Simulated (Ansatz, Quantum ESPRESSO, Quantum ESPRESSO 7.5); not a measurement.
**Complex bands of BaO, rock salt type, lattice constant set to 5.525 Å**

Wanted: the complex band structure of BaO, rock salt type, lattice constant set to 5.525 Å, as for a tunnel barrier.

Method: plane-wave DFT, LDA, PseudoDojo norm-conserving pseudopotentials (cross-check by Ansatz 0.2.0 with PAW datasets), in Quantum ESPRESSO 7.5.

This is a report of a sequence of runs, with most program output left out.

### 1. Starting point

Symmetry: Fm-3m, No. 225, cubic system. Conventional cell: a = 5.525 Å, b = 5.525 Å, c = 5.525 Å, α = 90.00°, β = 90.00°, γ = 90.00°. Nearest to Ba lie 6 O at 2.76 Å. Nearest to O lie 6 Ba at 2.76 Å. Farther neighbours and most contacts between anions are not listed.

### 2. SCF with pw.x

pwcond needs a cell whose third axis lies along the current and stands perpendicular to the other two.

Contents of scf.in:

```
&control
  prefix = 'scf'
  outdir = './out'
  pseudo_dir = './pseudo'
  calculation = 'scf'
  tprnfor = .true.
/
&system
  ibrav = 0
  nat = 4
  ntyp = 2
  ecutwfc = 72
  ecutrho = 288
  occupations = 'fixed'
  nbnd = 20
/
&electrons
  conv_thr = 1e-09
  mixing_beta = 0.6
  electron_maxstep = 120
/
ATOMIC_SPECIES
  Ba  137.3270  Ba.dojo-sr-lda-0.4.1-standard.upf
  O   15.9990  O.dojo-sr-lda-0.4.1-standard.upf
CELL_PARAMETERS angstrom
  3.90676496605567 0.00000000000000 0.00000000000000
  0.00000000000000 3.90676496605567 0.00000000000000
  0.00000000000000 0.00000000000000 5.52500000000000
ATOMIC_POSITIONS crystal
  Ba  0.000000000000 0.000000000000 0.000000000000
  O   0.500000000000 0.500000000000 0.000000000000
  Ba  0.500000000000 0.500000000000 0.500000000000
  O   0.000000000000 0.000000000000 0.500000000000
K_POINTS automatic
  6 6 6 0 0 0
```

Run with:

```bash
$ OMP_NUM_THREADS=1 mpirun -n 2 pw.x -nk 2 -in scf.in > scf.out
```

The job ended after 20 s (2 MPI ranks of Intel Xeon 6975P-C (Granite Rapids), shared host; peak memory 0.25 GiB).

Read from the output:

```
free energy                          : -2437.4204 eV
valence top, on the run's zero       : 8.377 eV
conduction bottom, on the run's zero : 10.23 eV
gap by band count                    : 1.852 eV
```

The program's own clock; routines nest. Time by routine:

```csv
routine,wall time (s),calls
PWSCF,19.3,1
electrons,17.64,1
c_bands,15.42,12
cegterg,13.11,240
h_psi,10.87,1077
vloc_psi,8.66,1077
fftw,8.44,29550
sum_band,2.09,12
init_run,1.31,1
calbec,1.25,1157
h_psi:calbec,1.14,1077
add_vuspsi,0.94,1077
wfcinit,0.7,1
init_us_2,0.68,520
```

The run needed 12 iterations to bring the estimated error under 1e-09 Ry.

### 3. Complex bands with pwcond.x

ikind = 0 solves one period of the crystal for all kz, real and complex, at each energy and k across. ewind and epsproj trim the two-dimensional plane-wave basis; nz1 sets the subslabs.

Contents of cbs.in:

```
&inputcond
  outdir = './out'
  prefixl = 'scf'
  band_file = 'cbs'
  ikind = 0
  ewind = 4.0
  epsproj = 1e-05
  nz1 = 7
  energy0 = 7.44
  denergy = -0.24
/
4
  0.00000000 0.00000000 1.00000000
  0.50000000 0.00000000 1.00000000
  0.50000000 0.50000000 1.00000000
  0.25000000 0.00000000 1.00000000
40
```

Run with:

```bash
$ OMP_NUM_THREADS=1 mpirun -n 2 pwcond.x -in cbs.in > cbs.out
```

Wall time 2.3 min (2 MPI ranks); peak memory 0.15 GiB.

Read from the output:

```
peak of the smallest κ at the zone centre : 0.247 Å⁻¹
energy of the peak at the zone centre     : 1.44 eV
peak of the smallest κ at (1/2, 0)        : 0.351 Å⁻¹
peak of the smallest κ at (1/2, 1/2)      : 0.267 Å⁻¹
peak of the smallest κ at (1/4, 0)        : 0.287 Å⁻¹
```

K across = (0, 0) in the cell's reciprocal vectors; values within 0.0025 1/Å of each other count once, columns are sorted by size at each energy, a dash where no further value was kept. Im kz of the slowest decaying states against energy, zero at the highest filled level of the SCF mesh:

```csv
energy (eV),decay 1 (Å⁻¹),decay 2 (Å⁻¹),decay 3 (Å⁻¹)
-1.92,0.224,0.809,1.05
-1.44,0.724,0.982,1.35
-0.96,0.602,0.91,1.30
-0.48,0.314,0.831,1.24
-0.24,0.109,0.367,0.788
0.00,0.161,0.343,0.466
0.24,0.152,0.192,0.49
0.72,0.228,0.249,0.528
1.20,0.245,0.303,0.445
1.68,0.23,0.247,0.338
2.16,0.235,0.362,0.485
2.64,0.204,0.377,0.449
2.88,0.177,0.382,0.427
3.36,0.027,0.373,0.386
3.84,0.302,0.383,0.592
4.32,0.197,0.372,0.511
4.80,0.111,0.352,0.441
5.28,0.209,0.316,0.378
5.76,0.242,0.253,0.318
6.00,0.085,0.265,0.285
6.48,0.207,0.233,0.277
6.96,0.049,0.102,0.271
7.44,0.264,0.28,0.855
```

K across = (0, 0) in the cell's reciprocal vectors. The Re kz of states that move upwards by energy, zero at the highest filled level of the SCF mesh:

```csv
energy (eV),channel 1 (Å⁻¹),channel 2 (Å⁻¹),channel 3 (Å⁻¹),channel 4 (Å⁻¹)
-1.92,-,-,-,-
-1.44,-0.465,0.528,-,-
-1.20,-0.464,-0.321,-,-
-0.72,-0.314,-0.168,-,-
-0.48,-0.245,-0.0749,-,-
0.00,-0.0221,-,-,-
0.24,-,-,-,-
0.72,-,-,-,-
0.96,-,-,-,-
1.44,-,-,-,-
1.92,0.145,-,-,-
2.16,0.310,-,-,-
2.64,0.499,-,-,-
2.88,-0.564,-,-,-
3.36,-0.433,-,-,-
3.60,-0.372,0.145,-,-
4.08,-0.250,0.288,-,-
4.56,-0.0918,0.419,-,-
4.80,0.134,0.134,0.485,-
5.28,-0.519,0.282,0.282,-
5.52,-0.447,0.334,0.334,-
6.00,-0.212,0.424,0.424,-
6.24,0.464,0.464,-,-
6.72,0.540,0.540,-,-
6.96,-0.562,-0.562,-,-
7.44,-0.492,-0.492,0.207,0.416
```

K across = (1/2, 0) in the cell's reciprocal vectors; values within 0.0025 1/Å of each other count once, columns are sorted by size at each energy, a dash where no further value was kept. Im kz of the slowest decaying states against energy, zero at the highest filled level of the SCF mesh:

```csv
energy (eV),decay 1 (Å⁻¹),decay 2 (Å⁻¹),decay 3 (Å⁻¹)
-1.92,0.324,0.345,0.5
-1.68,0.117,0.177,0.197
-1.44,0.305,0.333,1.68
-1.20,0.352,0.361,0.403
-0.96,0.459,0.466,0.47
-0.72,0.495,0.504,0.527
-0.48,0.52,0.528,0.566
-0.24,0.122,0.537,0.544
0.00,0.181,0.549,0.555
0.24,0.219,0.556,0.562
0.72,0.268,0.561,0.566
0.96,0.286,0.56,0.565
1.20,0.3,0.556,0.561
1.44,0.311,0.551,0.555
1.68,0.32,0.543,0.547
1.92,0.327,0.533,0.537
2.16,0.333,0.522,0.526
2.40,0.337,0.508,0.512
2.64,0.339,0.492,0.495
2.88,0.341,0.473,0.476
3.12,0.342,0.45,0.454
3.36,0.344,0.422,0.426
3.60,0.351,0.382,0.387
3.84,0.347,0.571,-
4.08,0.321,0.555,-
4.32,0.283,0.286,0.538
4.56,0.177,0.21,0.241
4.80,0.242,0.248,0.497
5.28,0.185,0.193,0.445
5.52,0.115,0.128,0.413
5.76,0.368,0.376,0.728
6.00,0.321,0.327,0.775
6.24,0.267,0.283,0.286
6.48,0.167,0.246,0.825
6.72,0.205,0.208,0.838
6.96,0.154,0.845,0.853
7.20,0.012,0.025,0.065
7.44,0.073,0.222,-
```

K across = (1/2, 1/2) in the cell's reciprocal vectors; values within 0.0025 1/Å of each other count once, columns are sorted by size at each energy, a dash where no further value was kept. The Im kz of the slowest decaying states by energy, zero at the highest filled level of the SCF mesh:

```csv
energy (eV),decay 1 (Å⁻¹),decay 2 (Å⁻¹),decay 3 (Å⁻¹)
-1.92,0.238,0.773,1.82
-1.68,0.18,0.734,1.80
-1.20,0.639,1.76,1.97
-0.96,0.577,1.74,1.96
-0.72,0.497,1.71,1.94
-0.24,1.67,1.90,1.99
0.00,0.132,0.253,1.65
0.24,0.19,0.294,0.417
0.72,0.256,0.288,0.64
0.96,0.267,0.278,0.703
1.20,0.235,0.295,0.752
1.68,0.126,0.32,0.824
1.92,0.329,0.852,1.45
2.16,0.335,0.876,1.43
2.64,0.343,0.915,1.37
2.88,0.344,0.932,1.34
3.36,0.342,0.958,1.29
3.60,0.338,0.97,1.26
3.84,0.333,0.98,1.23
4.32,0.316,0.998,1.16
4.56,0.304,1.01,1.13
4.80,0.289,1.01,1.09
5.28,0.244,1.02,1.03
5.52,0.209,0.982,1.03
5.76,0.158,0.942,1.04
6.24,0.854,1.06,1.3
6.48,0.806,1.08,1.26
6.72,0.755,1.10,1.21
7.20,0.225,0.644,1.13
7.44,0.301,0.585,1.11
```

K across = (1/4, 0) in the cell's reciprocal vectors; values within 0.0025 1/Å of each other count once, columns are sorted by size at each energy, a dash where no further value was kept. Table of Im kz of the slowest decaying states by energy, zero at the highest filled level of the SCF mesh:

```csv
energy (eV),decay 1 (Å⁻¹),decay 2 (Å⁻¹),decay 3 (Å⁻¹)
-1.92,0.173,0.583,0.673
-1.68,0.052,0.505,0.612
-1.44,0.387,0.531,1.22
-1.20,0.12,0.402,1.19
-0.96,0.055,0.074,0.169
-0.72,0.154,0.363,0.43
-0.48,0.406,0.466,0.482
-0.24,0.131,0.504,0.508
0.00,0.118,0.18,0.518
0.24,0.186,0.211,0.526
0.72,0.251,0.261,0.527
0.96,0.264,0.286,0.523
1.20,0.273,0.307,0.517
1.44,0.28,0.323,0.508
1.68,0.284,0.337,0.497
1.92,0.287,0.349,0.483
2.16,0.287,0.358,0.467
2.40,0.286,0.365,0.449
2.64,0.282,0.37,0.427
2.88,0.277,0.363,0.402
3.12,0.262,0.27,0.371
3.36,0.263,0.333,0.386
3.60,0.269,0.386,0.416
3.84,0.231,0.385,0.388
4.08,0.168,0.355,0.383
4.32,0.143,0.317,0.379
4.56,0.097,0.156,0.271
4.80,0.202,0.213,0.367
5.28,0.206,0.349,0.62
5.52,0.16,0.336,0.607
5.76,0.32,0.541,0.59
6.00,0.169,0.301,0.471
6.24,0.278,0.289,0.391
6.48,0.094,0.262,0.34
6.72,0.183,0.332,0.438
6.96,0.108,0.32,0.486
7.20,0.303,0.519,0.642
7.44,0.245,0.311,0.541
```

The program's own clock; routines nest. Time by routine:

```csv
routine,wall time (s),calls
PWCOND,134.9,1
scatter_forw,99.98,160
compbs,31.78,160
compbs_2,29.98,160
local,2.47,4
init,0.65,1
poten,0.23,1
```

### 4. Complex bands with pwcond.x

cbs.w.in, as its differences from the input of step 3:

```diff
@@ -3,3 +3,3 @@
   prefixl = 'scf'
-  band_file = 'cbs'
+  band_file = 'cbs.w'
   ikind = 0
@@ -7,3 +7,3 @@
   epsproj = 1e-05
-  nz1 = 7
+  nz1 = 1
   energy0 = 7.44
```

Run with:

```bash
$ OMP_NUM_THREADS=1 mpirun -n 2 pwcond.x -in cbs.w.in > cbs.w.out
```

The job ended after 91 s (2 MPI ranks; peak memory 0.15 GiB).

The run finished, but its numbers are not taken as the system's. The fault: channel counts that the second code doesn't bear out, a failure of the reduced basis or of the integration along z.

### 5. Cross-check with Ansatz

As a check, the same structure is run in Ansatz.

Level of this step: plane-wave DFT, LDA, Ansatz PAW (Ansatz 0.2.0).

Contents of input.yaml:

```yaml
crystal:
  lattice:
    - [3.9067649661, 0.0, 0.0]
    - [0.0, 3.9067649661, 0.0]
    - [0.0, 0.0, 5.525]
  atoms:
    - { symbol: Ba, position: [0.0, 0.0, 0.0] }
    - { symbol: O, position: [0.5, 0.5, 0.0] }
    - { symbol: Ba, position: [0.5, 0.5, 0.5] }
    - { symbol: O, position: [0.0, 0.0, 0.5] }
kpoints:
  mp_grid: { grid: [6, 6, 6] }
hamiltonian:
  xc: lda
scf:
  occupations: { method: fixed }
  convergence: { dr2_threshold: 1.0e-09 }
output:
  transmission:
    leads: [[0, 0]]
    kpoints: [[0, 0], [0.5, 0], [0.5, 0.5], [0.25, 0]]
    e_range: [-1.92, 7.44]
    de: 0.24
```

Run with:

```bash
$ ansatz run input.yaml --threads 2 --pin off --max-ram 4096MiB --backend cpu --events-out ev --progress --plain --runs-dir out
```

The job ended after 19 s (2 threads; peak memory 0.48 GiB).

Numbers from this step:

```
free energy                               : -12675.1520 eV
gap by band count                         : 1.877 eV
symmetry operations                       : 32
slowest decay at mid-gap                  : 0.2463 Å⁻¹
peak of the smallest κ at the zone centre : 0.2537 Å⁻¹
peak of the smallest κ at (1/2, 0)        : 0.3606 Å⁻¹
peak of the smallest κ at (1/2, 1/2)      : 0.2790 Å⁻¹
peak of the smallest κ at (1/4, 0)        : 0.2924 Å⁻¹
valence top, on the run's zero            : 8.295 eV
```

K across = (0, 0) in the cell's reciprocal vectors; values within 0.0025 1/Å of each other count once, columns are sorted by size at each energy, a dash where no further value was kept. Im kz of the slowest decaying states against energy, zero at the highest filled level of the SCF mesh:

```csv
energy (eV),decay 1 (Å⁻¹),decay 2 (Å⁻¹),decay 3 (Å⁻¹)
-1.92,0.219,0.802,1.07
-1.68,0.153,0.761,1.04
-1.44,0.713,1.01,1.42
-1.20,0.654,0.970,1.40
-0.96,0.577,0.932,1.37
-0.72,0.458,0.893,1.34
-0.48,0.0259,0.156,0.852
-0.24,0.0467,0.133,0.454
0.00,0.0145,0.176,0.430
0.24,0.155,0.204,0.537
0.72,0.237,0.251,0.554
0.96,0.246,0.282,0.538
1.20,0.252,0.306,0.463
1.44,0.254,0.326,0.373
1.68,0.251,0.342,0.531
1.92,0.248,0.355,0.518
2.16,0.240,0.366,0.503
2.40,0.227,0.374,0.485
2.64,0.208,0.381,0.465
2.88,0.181,0.386,0.443
3.12,0.140,0.389,0.417
3.36,0.0495,0.388,0.726
3.60,0.355,0.390,0.680
3.84,0.317,0.387,0.635
4.08,0.270,0.383,0.590
4.32,0.212,0.376,0.547
4.56,0.123,0.367,0.507
4.80,0.0922,0.355,0.469
5.28,0.182,0.319,0.400
5.52,0.200,0.290,0.367
5.76,0.210,0.245,0.334
6.00,0.120,0.213,0.300
6.24,0.179,0.209,0.262
6.48,0.198,0.219,0.222
6.72,0.164,0.179,0.243
6.96,0.0719,0.149,0.158
7.20,0.0983,0.252,0.918
7.44,0.244,0.917,-
```

K across = (0, 0) in the cell's reciprocal vectors. Re kz of states that move upwards against energy, zero at the highest filled level of the SCF mesh:

```csv
energy (eV),channel 1 (Å⁻¹),channel 2 (Å⁻¹),channel 3 (Å⁻¹),channel 4 (Å⁻¹),channel 5 (Å⁻¹)
-1.92,-,-,-,-,-
-1.20,-0.460,-0.304,-,-,-
-0.48,-0.243,0.448,0.448,-,-
0.00,-,-,-,-,-
0.72,-,-,-,-,-
1.44,-,-,-,-,-
2.16,0.303,-,-,-,-
2.88,-0.559,-,-,-,-
3.36,-0.426,-,-,-,-
4.08,-0.244,0.282,-,-,-
4.80,0.125,0.125,0.481,-,-
5.52,-0.447,0.340,0.340,-,-
6.00,-0.227,0.435,0.435,-,-
6.72,0.558,0.558,-,-,-
7.44,-0.465,-0.465,0.0758,0.203,0.443
```

K across = (1/2, 0) in the cell's reciprocal vectors; values within 0.0025 1/Å of each other count once, columns are sorted by size at each energy, a dash where no further value was kept. Table of Im kz of the slowest decaying states by energy, zero at the highest filled level of the SCF mesh:

```csv
energy (eV),decay 1 (Å⁻¹),decay 2 (Å⁻¹),decay 3 (Å⁻¹)
-1.92,0.323,0.502,-
-1.44,0.344,-,-
-0.96,0.479,0.486,-
-0.48,0.534,0.580,-
-0.24,0.131,0.550,0.607
0.00,0.187,0.560,0.626
0.24,0.224,0.566,0.639
0.72,0.273,0.569,0.655
1.20,0.304,0.562,0.660
1.68,0.324,0.546,0.657
2.16,0.337,0.522,0.648
2.64,0.345,0.487,0.632
2.88,0.347,0.465,0.622
3.36,0.357,0.401,0.598
3.84,0.337,0.567,1.03
4.32,0.259,0.529,0.927
4.80,0.256,0.480,0.785
5.28,0.195,0.418,0.434
5.76,0.332,0.383,0.629
6.00,0.271,0.327,0.673
6.48,0.246,0.709,-
6.96,0.151,0.706,1.48
7.44,0.154,0.676,1.41
```

K across = (1/2, 1/2) in the cell's reciprocal vectors; values within 0.0025 1/Å of each other count once, columns are sorted by size at each energy, a dash where no further value was kept. The Im kz of the slowest decaying states by energy, zero at the highest filled level of the SCF mesh:

```csv
energy (eV),decay 1 (Å⁻¹),decay 2 (Å⁻¹),decay 3 (Å⁻¹)
-1.92,0.233,0.770,-
-1.68,0.173,0.731,-
-1.44,0.0512,0.686,-
-1.20,0.634,-,-
-0.96,0.571,-,-
-0.72,0.488,-,-
-0.48,0.360,-,-
-0.24,0.0157,0.0439,-
0.00,0.0393,0.149,0.288
0.24,0.201,0.316,0.429
0.72,0.265,0.302,0.647
0.96,0.279,0.286,0.711
1.20,0.247,0.303,0.761
1.44,0.203,0.316,0.802
1.68,0.139,0.327,0.837
1.92,0.335,0.867,-
2.16,0.342,0.892,-
2.40,0.346,0.915,-
2.64,0.349,0.936,-
2.88,0.350,0.955,-
3.12,0.350,0.972,-
3.36,0.348,0.988,1.48
3.60,0.344,1.00,1.45
3.84,0.338,1.02,1.42
4.08,0.331,1.03,1.39
4.32,0.321,1.05,1.35
4.56,0.309,1.07,1.31
4.80,0.294,1.10,1.26
5.28,0.249,1.16,1.29
5.52,0.214,1.14,1.25
5.76,0.164,1.13,1.21
6.00,0.0563,1.11,1.16
6.24,1.10,1.12,-
6.48,1.07,1.08,-
6.72,1.01,1.06,1.49
6.96,0.0679,0.957,-
7.20,0.220,0.896,1.02
7.44,0.305,0.827,0.997
```

K across = (1/4, 0) in the cell's reciprocal vectors; values within 0.0025 1/Å of each other count once, columns are sorted by size at each energy, a dash where no further value was kept. Im kz of the slowest decaying states against energy, zero at the highest filled level of the SCF mesh:

```csv
energy (eV),decay 1 (Å⁻¹),decay 2 (Å⁻¹),decay 3 (Å⁻¹)
-1.92,0.168,0.581,0.671
-1.68,0.0207,0.498,0.607
-1.20,0.228,0.365,1.21
-0.96,0.163,0.329,0.402
-0.72,0.251,0.384,0.467
-0.24,0.148,0.522,0.532
0.00,0.123,0.192,0.534
0.24,0.189,0.221,0.540
0.72,0.259,0.264,0.540
0.96,0.271,0.289,0.535
1.20,0.280,0.310,0.527
1.68,0.290,0.341,0.505
1.92,0.292,0.353,0.490
2.16,0.292,0.363,0.473
2.64,0.287,0.375,0.430
2.88,0.282,0.366,0.402
3.36,0.271,0.325,0.392
3.60,0.267,0.392,0.425
3.84,0.223,0.391,0.395
4.32,0.0776,0.149,0.321
4.56,0.102,0.180,0.273
4.80,0.211,0.375,0.614
5.28,0.201,0.357,0.576
5.52,0.144,0.344,0.553
5.76,0.329,0.523,0.591
6.24,0.259,0.284,0.408
6.48,0.250,0.342,0.374
6.72,0.202,0.327,0.444
7.20,0.280,0.514,0.632
7.44,0.244,0.534,0.613
```

### 6. A check by hand

T falls as exp(−2κd). With κ = 0.237 1/Å, 10 Å of barrier pass exp(−2 × 0.237 × 10) = 0.0087 of that channel, interfaces aside.

### 7. Results

```json
{"gap on the SCF mesh": "1.85 eV", "smallest κ at mid-gap among the four k points, at the zone centre": "0.237 Å⁻¹", "peak of the smallest κ in the stop band at the zone centre": "0.247 Å⁻¹", "peak of the smallest κ in the stop band at (1/2, 0)": "0.351 Å⁻¹", "peak of the smallest κ in the stop band at (1/2, 1/2)": "0.267 Å⁻¹", "peak of the smallest κ in the stop band at (1/4, 0)": "0.287 Å⁻¹", "energy of the peak at the zone centre, over the highest filled level": "1.44 eV", "peak at the zone centre by Ansatz": "0.254 Å⁻¹"}
```

What this shows: With a gap of 1.85 eV on the mesh, the smallest κ at mid-gap among the four k points, at the zone centre is 0.237 Å⁻¹ (LDA, PseudoDojo norm-conserving). For a barrier with the Fermi level at mid-gap the slowest state found, at the zone centre, loses a factor of ten in probability every 4.8 Å or so. Stop bands away from the zone centre are mostly wider than the gap, so their peaks can lie above the conduction bottom. At the zone centre pwcond's peak is 0.247 and Ansatz's 0.254 1/Å, 3 % apart. The cell is the a/√2 one, turned by 45°, with two primitive cells, so X along [001] folds onto kz = 0. A semilocal gap is too small, often by a third to a half and by more in narrow-gap crystals, so real barriers decay faster. Spin-orbit coupling is left out; depending on the atoms that carry the levels of interest, it can split and shift them by tens to hundreds of meV.

[Logs are printed without paths, hosts, clocks, repeated set-up lines and the standing remarks that a program may print on its own settings, such as how far it seeks lower states.]

[Hosts, paths, dates, database ids (printed as entryN), source tags and the programs' standing remarks are cut or masked in the printed files.]

[Maps of the electrostatic potential energy from Ansatz leave out the sawtooth potential of an applied field or a dipole correction, so their vacuum need not be flat; planar profiles and work functions include it.]
